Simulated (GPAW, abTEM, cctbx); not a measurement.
## (ZnS)1(CuCl)1: the scripts behind a bonding study

Short scripts, each with its output. The cell is a (ZnS)1(CuCl)1 superlattice along [001] of the zinc-blende type, started at the mean lattice constant and relaxed freely, with no substrate.

## 1. Relax the structure

```text
cell
1.0
     3.846660890    0.000000000    0.000000000
     0.000000000    3.846660890    0.000000000
     0.000000000    0.000000000    5.440000000
Zn S Cu Cl
1 1 1 1
Direct
0.000000000 0.000000000 0.000000000
0.500000000 0.000000000 0.250000000
0.500000000 0.500000000 0.500000000
0.000000000 0.500000000 0.750000000
```

```python
from ase.constraints import FixSymmetry
from ase.filters import FrechetCellFilter
from ase.io import read, write
from ase.optimize import BFGS
from ase.parallel import parprint
from gpaw import GPAW, PW, FermiDirac

atoms = read("start.vasp")
atoms.set_constraint(FixSymmetry(atoms))
atoms.calc = GPAW(mode=PW(570), xc="PBE", kpts={"size": (6, 6, 4), "gamma": True},
                 occupations=FermiDirac(0.05), maxiter=120, symmetry={"tolerance": 1e-5}, txt="relax.txt")
BFGS(FrechetCellFilter(atoms), maxstep=0.15).run(fmax=0.03, steps=50)
parprint("cell  %.4f %.4f %.4f  %.2f %.2f %.2f" % tuple(atoms.cell.cellpar()))
parprint("volume %.3f A^3, largest force %.3f eV/A, largest stress %.2f GPa" % (atoms.get_volume(), abs(atoms.get_forces()).max(), 160.218 * abs(atoms.get_stress()).max()))
atoms.set_constraint()
write("relaxed.vasp", atoms, direct=True)
```

```console
$ OMP_NUM_THREADS=1 mpirun -n 4 gpaw python run.py > gpaw.log
```

```text
      Step        Energy          fmax
BFGS:    0      -12.909765        1.448776
BFGS:    1      -12.954610        1.262905
BFGS:    2      -13.132579        0.518448
BFGS:    3      -13.144907        0.400739
BFGS:    4      -13.160483        0.335966
BFGS:    5      -13.176305        0.301850
BFGS:    6      -13.186301        0.271721
BFGS:    7      -13.191773        0.232049
BFGS:    8      -13.195907        0.232069
BFGS:    9      -13.201918        0.174660
BFGS:   10      -13.207459        0.124761
BFGS:   11      -13.209565        0.092062
BFGS:   12      -13.209906        0.071670
BFGS:   13      -13.210106        0.056462
BFGS:   14      -13.210477        0.064346
BFGS:   15      -13.210956        0.068635
BFGS:   16      -13.211365        0.041779
BFGS:   17      -13.211510        0.013681
cell  3.8702 3.9796 5.4152  90.00 90.00 90.00
volume 83.405 A^3, largest force 0.009 eV/A, largest stress 0.11 GPa
```

Time: 7.7 min on 4 cores of Arm Neoverse N1 (shared host), peak memory 1.1 GiB.

## 2. Build the all-electron density and subtract free atoms

```text
cell
1.0
     3.870245030    0.000000000    0.000000000
     0.000000000    3.979611020    0.000000000
     0.000000000    0.000000000    5.415187550
Zn Cu Cl S
1 1 1 1
Direct
0.000000000 0.000000000 0.036014940
0.500000000 0.500000000 0.436609710
0.000000000 0.500000000 0.766440580
0.500000000 0.000000000 0.260746040
```

```python
import numpy as np
from ase.io import read
from ase.units import Bohr
from gpaw import GPAW, PW, FermiDirac
from gpaw.calculator import GPAW as OldGPAW
from gpaw.mpi import serial_comm, world
from scipy.special import erfc
from scipy.spatial import cKDTree

atoms = read("cell.vasp")
atoms.calc = GPAW(mode=PW(450), xc="PBE", kpts={"size": (7, 6, 5), "gamma": True},
                 occupations=FermiDirac(0.05), maxiter=120, symmetry={"tolerance": 1e-5}, txt="scf.txt")
atoms.get_potential_energy()
rho = atoms.calc.get_all_electron_density(gridrefinement=2)
moments = atoms.get_magnetic_moments() if atoms.calc.get_number_of_spins() == 2 else np.zeros(len(atoms))
total = atoms.get_magnetic_moment() if moments.any() else 0.0
if world.rank == 0:
    free = OldGPAW(mode=PW(450), xc="PBE", txt=None, communicator=serial_comm)
    neutral = atoms.copy()
    neutral.set_initial_magnetic_moments(None)
    free.initialize(neutral)
    free.set_positions(neutral)
    drho = rho - free.get_all_electron_density(gridrefinement=2)
    # GPAW starts from confined atoms: exchange their smooth part for that of the datasets' free atoms
    h = np.stack(np.meshgrid(*[np.fft.fftfreq(n, 1 / n) for n in drho.shape], indexing="ij"), -1)
    gabs = np.linalg.norm(h @ atoms.cell.reciprocal(), axis=-1)
    tails = np.fft.fftn(free.get_pseudo_density(gridrefinement=2))
    g, form, v0 = np.linspace(0, gabs.max(), 1500), {}, 0
    for e in set(atoms.symbols):
        idx = atoms.symbols.search(e)
        d = free.setups[idx[0]].data
        r, w = d.rgd.r_g * Bohr, d.rgd.r_g**2 * d.rgd.dr_g
        j0 = np.sinc(2 * g[:, None] * r)
        smooth = sum(f * p**2 for f, p in zip(d.f_j, d.phit_jg)) + np.sqrt(4 * np.pi) * d.nct_g
        full = sum(f * p**2 for f, p in zip(d.f_j, d.phi_jg)) + np.sqrt(4 * np.pi) * d.nc_g
        phase = sum(np.exp(-2j * np.pi * h @ s) for s in atoms.get_scaled_positions()[idx])
        tails -= np.interp(gabs, g, j0 @ (smooth * w)) * phase * drho.size / atoms.get_volume()
        form[e] = j0 @ (full * w)
        v0 += 2 * np.pi / 3 * 14.3996 * (full * w * r**2).sum() * len(idx)  # V A^3
    tails *= 0.5 * erfc((gabs - 1.8) / 0.25)  # the tails differ at long wavelengths alone
    drho += np.fft.ifftn(tails).real  # crystal minus superposed spherical free atoms
    np.save("drho.npy", drho)
    dv = atoms.get_volume() / drho.size
    print("grid", drho.shape, " electrons %.3f" % (rho.sum() * dv), " moved by bonding %.3f e" % (abs(drho).sum() * dv / 2))
    pts = np.indices(drho.shape).reshape(3, -1).T / drho.shape @ atoms.cell
    shifts = (np.indices((3, 3, 3)).reshape(3, -1).T - 1) @ atoms.cell
    images = (atoms.positions[None] + shifts[:, None]).reshape(-1, 3)
    dist, idx = cKDTree(images).query(pts, k=4)
    out = drho.ravel()[dist[:, 0] > 0.5]
    print("deformation density beyond 0.5 A of the nuclei: max %.3f, min %.3f e/A^3" % (out.max(), out.min()))
    tie = dist < dist[:, :1] + 1e-4
    q = -np.bincount((idx % len(atoms))[tie], (drho.ravel()[:, None] / tie.sum(1, keepdims=True) * tie)[tie], len(atoms)) * dv
    print("atom        x       y       z   Voronoi charge  moment")
    for a, s, c, m in zip(atoms, atoms.get_scaled_positions(), q, moments):
        print("%-2s%-3d %7.4f %7.4f %7.4f %10.3f %10.2f" % (a.symbol, a.index + 1, *s, c, m))
    np.savez("free.npz", g=g, **form)
    print("mean inner potential of superposed free atoms %.3f V" % (v0 / atoms.get_volume()))
    print("total magnetic moment %.3f muB" % total)
```

```console
$ OMP_NUM_THREADS=1 mpirun -n 4 gpaw python run.py > gpaw.log
```

```text
grid (40, 40, 54)  electrons 92.000  moved by bonding 0.744 e
deformation density beyond 0.5 A of the nuclei: max 0.151, min -0.181 e/A^3
atom        x       y       z   Voronoi charge  moment
Zn1    0.0000  0.0000  0.0360      0.341       0.00
Cu2    0.5000  0.5000  0.4366      0.100       0.00
Cl3    0.0000  0.5000  0.7664     -0.158       0.00
S 4    0.5000  0.0000  0.2607     -0.283       0.00
mean inner potential of superposed free atoms 12.330 V
total magnetic moment 0.000 muB
```

Time: 22 s.

## 3. Fourier-transform the difference

```python
from cctbx import adptbx, crystal, miller, xray
from cctbx.eltbx import tiny_pse
import numpy as np

cs = crystal.symmetry(unit_cell=(3.8702, 3.9796, 5.4152, 90, 90, 90), space_group_symbol='Hall: P 2 -2')  # Pmm2
atoms = [  # label, site, U (iso, or U11 U22 U33 U12 U13 U23 in A^2), occupancy
    ("Zn1", (0, 0, 0.03601), 0.0000, 1),
    ("Cu1", (0.5, 0.5, 0.43661), 0.0000, 1),
    ("Cl1", (0, 0.5, 0.76644), 0.0000, 1),
    ("S1", (0.5, 0, 0.26075), 0.0000, 1),
]
xs = xray.structure(crystal_symmetry=cs)
for label, site, u, occ in atoms:
    u = adptbx.u_cif_as_u_star(cs.unit_cell(), u) if isinstance(u, tuple) else u
    xs.add_scatterer(xray.scatterer(label, site=site, u=u, occupancy=occ))
xs.scattering_type_registry(table="wk1995")
drho = np.load("drho.npy")
T = np.array([[1, 0, 0], [0, 1, 0], [0, 0, 1]])  # conventional axes in terms of the primitive ones
dF = np.fft.ifftn(drho) * 83.40510  # electrons a conventional cell, indexed by primitive hkl
ms = miller.build_set(cs, anomalous_flag=False, d_min=0.9).sort("resolution")
iam = ms.structure_factors_from_scatterers(xs, algorithm="direct").f_calc()
p1 = xs.expand_to_p1()
z = np.array([tiny_pse.table(sc.scattering_type).atomic_number() for sc in p1.scatterers()])
x = np.array(p1.sites_frac())
free = np.load("free.npz")
print("static structure factors of the conventional cell: F in electrons, V (Mott-Bethe) in volts")
print("   h  k  l      d  |F| table  |F| free   |F| DFT   change   |V| free  |V| DFT  change %")
for h, d, table in list(zip(ms.indices(), ms.d_spacings().data(), iam.data()))[:16]:
    df = dF[tuple(np.rint(np.linalg.solve(T, h)).astype(int))]
    phase = np.exp(2j * np.pi * x @ h)
    f = sum(np.interp(1 / d, free["g"], free[sc.scattering_type]) * p for sc, p in zip(p1.scatterers(), phase))
    fz = (z * phase).sum()
    c = 14.3996 * d * d / (np.pi * cs.unit_cell().volume())
    v0, v1 = abs(fz - f) * c, abs(fz - f - df) * c
    print("%4d%3d%3d %7.4f %9.3f %9.3f %9.3f %8.3f %9.3f %8.3f %8s" % (h + (d, abs(table), abs(f), abs(f + df), abs(f + df) - abs(f), v0, v1, "%.1f" % (100 * (v1 / v0 - 1)) if v0 > 0.02 else "-")))
```

```console
$ python run.py
```

```text
static structure factors of the conventional cell: F in electrons, V (Mott-Bethe) in volts
   h  k  l      d  |F| table  |F| free   |F| DFT   change   |V| free  |V| DFT  change %
   0  0  1  5.4152    16.183    16.187    16.286    0.099     1.835    1.689     -8.0
   0  1  0  3.9796     0.255     0.173     0.207    0.034     0.150    0.180     19.8
   1  0  0  3.8702     1.828     1.902     1.670   -0.232     0.081    0.272    235.1
   0  1  1  3.2068    51.062    50.989    50.967   -0.023     5.434    5.393     -0.8
   1  0  1  3.1487    58.383    58.282    58.310    0.028     6.343    6.293     -0.8
   1  1  0  2.7745    24.999    24.794    24.438   -0.356     0.510    0.661     29.6
   0  0  2  2.7076    18.763    18.583    18.319   -0.264     1.173    1.152     -1.8
   1  1  1  2.4693    15.427    15.355    15.351   -0.003     1.226    1.227      0.1
   0  1  2  2.2386    27.992    27.839    27.941    0.103     2.240    2.212     -1.2
   1  0  2  2.2186    25.881    25.722    25.677   -0.045     1.983    1.995      0.6
   0  2  0  1.9898    64.596    64.340    64.210   -0.130     6.018    6.047      0.5
   1  1  2  1.9378    54.873    54.674    54.532   -0.142     5.183    5.211      0.6
   2  0  0  1.9351    63.774    63.516    63.333   -0.183     5.862    5.899      0.6
   0  2  1  1.8677    12.668    12.575    12.573   -0.002     0.911    0.912      0.1
   2  0  1  1.8222    12.543    12.450    12.381   -0.070     0.890    0.903      1.4
   0  0  3  1.8051    34.059    33.824    33.800   -0.025     2.460    2.464      0.2
```

Time: 0.43 s on 1 core of Arm Neoverse N1 (shared host), peak memory 0.08 GiB.

## 4. Propagate a plane wave with and without the bonding term

```python
import abtem
import numpy as np
from ase.build import make_supercell
from ase.io import read

abtem.config.set({"dask.lazy": False, "fft": "fftw", "diagnostics.progress_bar": False})
M = [[0, -1, 0], [0, 0, -1], [1, 0, 0]]  # rows: x, y and beam direction in the primitive cell's axes
unit = make_supercell(read("cell.vasp"), M)
unit.set_cell(list(unit.cell.lengths()) + [90, 90, 90], scale_atoms=True)
unit.positions[:, 2] += 0.4838  # keeps atomic planes off the slice boundaries
unit.wrap()
slab = unit * (1, 1, 156)
print(slab.get_chemical_formula(), "| box %.2f x %.2f x %.2f A" % tuple(slab.cell.lengths()))

# change of the potential by bonding, from the DFT deformation density (Poisson's equation term by term)
drho = np.load("drho.npy")
prim = read("cell.vasp")
h = np.stack(np.meshgrid(*[np.fft.fftfreq(n, 1 / n) for n in drho.shape], indexing="ij"), -1).reshape(-1, 3).astype(int)
g2 = ((h @ prim.cell.reciprocal()) ** 2).sum(1)
keep = (g2 > 0) & (g2 < 2.5**2)
shape = (114, 155, 24)
vg = np.zeros(shape, complex)
hm = h[keep] @ np.array(M).T
move = np.exp(-2j * np.pi * hm[:, 2] * (0.4838 / unit.cell[2, 2] - 0.5 / shape[2]))  # the same shift, sampled at mid-points
vg[tuple(hm.T % np.array(shape)[:, None])] = -14.3996 / np.pi * (np.fft.fftn(drho).ravel() / drho.size)[keep] / g2[keep] * move
dV = np.fft.ifftn(vg).real * vg.size
dV = dV.reshape(114, 155, 4, 6).mean(3) * unit.cell[2, 2] / 4  # V A, projected in each slice
dV = np.tile(dV.transpose(2, 0, 1), (156, 1, 1))


def build(atoms):
    p = abtem.Potential(atoms, gpts=(114, 155), slice_thickness=[slab.cell[2, 2] / 624] * 624,
                        parametrization="lobato", projection="infinite", exit_planes=52).build()
    p.array[:] += BONDING * dV
    return p


def potentials():
    yield build(slab)  # atoms at rest


for label, BONDING in (("IAM", 0.0), ("DFT", 1.0)):
    print("=====", label)
    potential = build(slab)
    print("grid", potential.gpts, "slices", potential.num_slices)
    thickness = potential.exit_thicknesses
    wave = abtem.PlaneWave(energy=100000)
    dp = np.mean([wave.multislice(p).diffraction_patterns(max_angle="valid").array for p in potentials()], axis=0)
    hkl = [(0, 0, 0), (0, 0, 1), (0, 1, 0), (0, 1, 1), (0, 0, 2), (0, 1, 2), (0, 2, 0)]
    nx, ny = dp.shape[-2:]
    print("intensity of each beam, fraction of the incident wave")
    print("  t (A)" + "".join("%9s" % " ".join(map(str, h)) for h in hkl) + "  diffuse    total")
    grid = np.zeros((nx, ny), bool)
    grid[nx // 2 % 1::1, ny // 2 % 1::1] = True
    for t, a in list(zip(thickness, dp))[1:]:
        idx = [np.rint(np.array(M) @ np.linalg.solve([[1, 0, 0], [0, 1, 0], [0, 0, 1]], h)).astype(int) for h in hkl]
        print("%7.1f" % t + "".join("%9.5f" % a[nx // 2 + i[0] * 1, ny // 2 + i[1] * 1] for i in idx) + "%9.4f%9.4f" % (a[~grid].sum(), a.sum()))
```

```console
$ python run.py
```

```text
Cl156Cu156S156Zn156 | box 3.98 x 5.42 x 603.76 A
===== IAM
grid (114, 155) slices 624
intensity of each beam, fraction of the incident wave
  t (A)    0 0 0    0 0 1    0 1 0    0 1 1    0 0 2    0 1 2    0 2 0  diffuse    total
   50.3  0.38231  0.00317  0.00011  0.02044  0.01773  0.00778  0.05699   0.0000   0.9961
  100.6  0.32845  0.00093  0.00178  0.03864  0.03833  0.00415  0.02989   0.0000   0.9894
  150.9  0.45105  0.00200  0.00038  0.09654  0.01182  0.00886  0.01192   0.0000   0.9849
  201.3  0.59964  0.00227  0.00192  0.01004  0.04276  0.00906  0.00109   0.0000   0.9788
  251.6  0.36049  0.00196  0.00110  0.04546  0.01081  0.00804  0.01461   0.0000   0.9761
  301.9  0.22006  0.00077  0.00353  0.06539  0.00827  0.00869  0.03357   0.0000   0.9737
  352.2  0.45984  0.00408  0.00666  0.03436  0.06883  0.00738  0.01047   0.0000   0.9707
  402.5  0.42970  0.00026  0.00273  0.00305  0.05613  0.00455  0.01297   0.0000   0.9682
  452.8  0.19404  0.00434  0.00806  0.02917  0.02107  0.00988  0.02549   0.0000   0.9652
  503.1  0.21623  0.00088  0.00642  0.05585  0.04821  0.00832  0.00817   0.0000   0.9634
  553.4  0.34096  0.00553  0.01063  0.03805  0.07690  0.00890  0.00073   0.0000   0.9598
  603.8  0.23537  0.00133  0.00440  0.01837  0.04301  0.00309  0.00528   0.0000   0.9558
===== DFT
grid (114, 155) slices 624
intensity of each beam, fraction of the incident wave
  t (A)    0 0 0    0 0 1    0 1 0    0 1 1    0 0 2    0 1 2    0 2 0  diffuse    total
   50.3  0.38712  0.00372  0.00006  0.02019  0.01825  0.00738  0.05610   0.0000   0.9961
  100.6  0.32091  0.00190  0.00217  0.04151  0.04084  0.00370  0.02857   0.0000   0.9894
  150.9  0.41905  0.00468  0.00066  0.10736  0.00987  0.00820  0.01225   0.0000   0.9848
  201.3  0.60571  0.00574  0.00259  0.01260  0.04352  0.00834  0.00034   0.0000   0.9787
  251.6  0.37865  0.00613  0.00154  0.04520  0.01821  0.00607  0.01302   0.0000   0.9763
  301.9  0.19540  0.00433  0.00554  0.06690  0.00742  0.00579  0.03323   0.0000   0.9741
  352.2  0.40759  0.01625  0.00849  0.04454  0.07227  0.00541  0.01246   0.0000   0.9712
  402.5  0.43391  0.00724  0.00525  0.00542  0.06835  0.00320  0.00943   0.0000   0.9685
  452.8  0.20957  0.01661  0.01283  0.02542  0.02286  0.00577  0.02327   0.0000   0.9654
  503.1  0.16079  0.01154  0.01070  0.05433  0.03674  0.00374  0.00890   0.0000   0.9639
  553.4  0.28096  0.03135  0.01355  0.04913  0.08373  0.00565  0.00021   0.0000   0.9607
  603.8  0.24195  0.01449  0.00842  0.02017  0.06191  0.00126  0.00207   0.0000   0.9567
```

Time: 17 s.

[Outputs are excerpts: Python notices, other lines and further rows are left out; steps that failed or that the build refused (PBEsol, TPSS) are not shown.]

[Logs are printed without paths, hosts, clocks, repeated set-up lines and the standing remarks that a program may print on its own settings, such as how far it seeks lower states.]
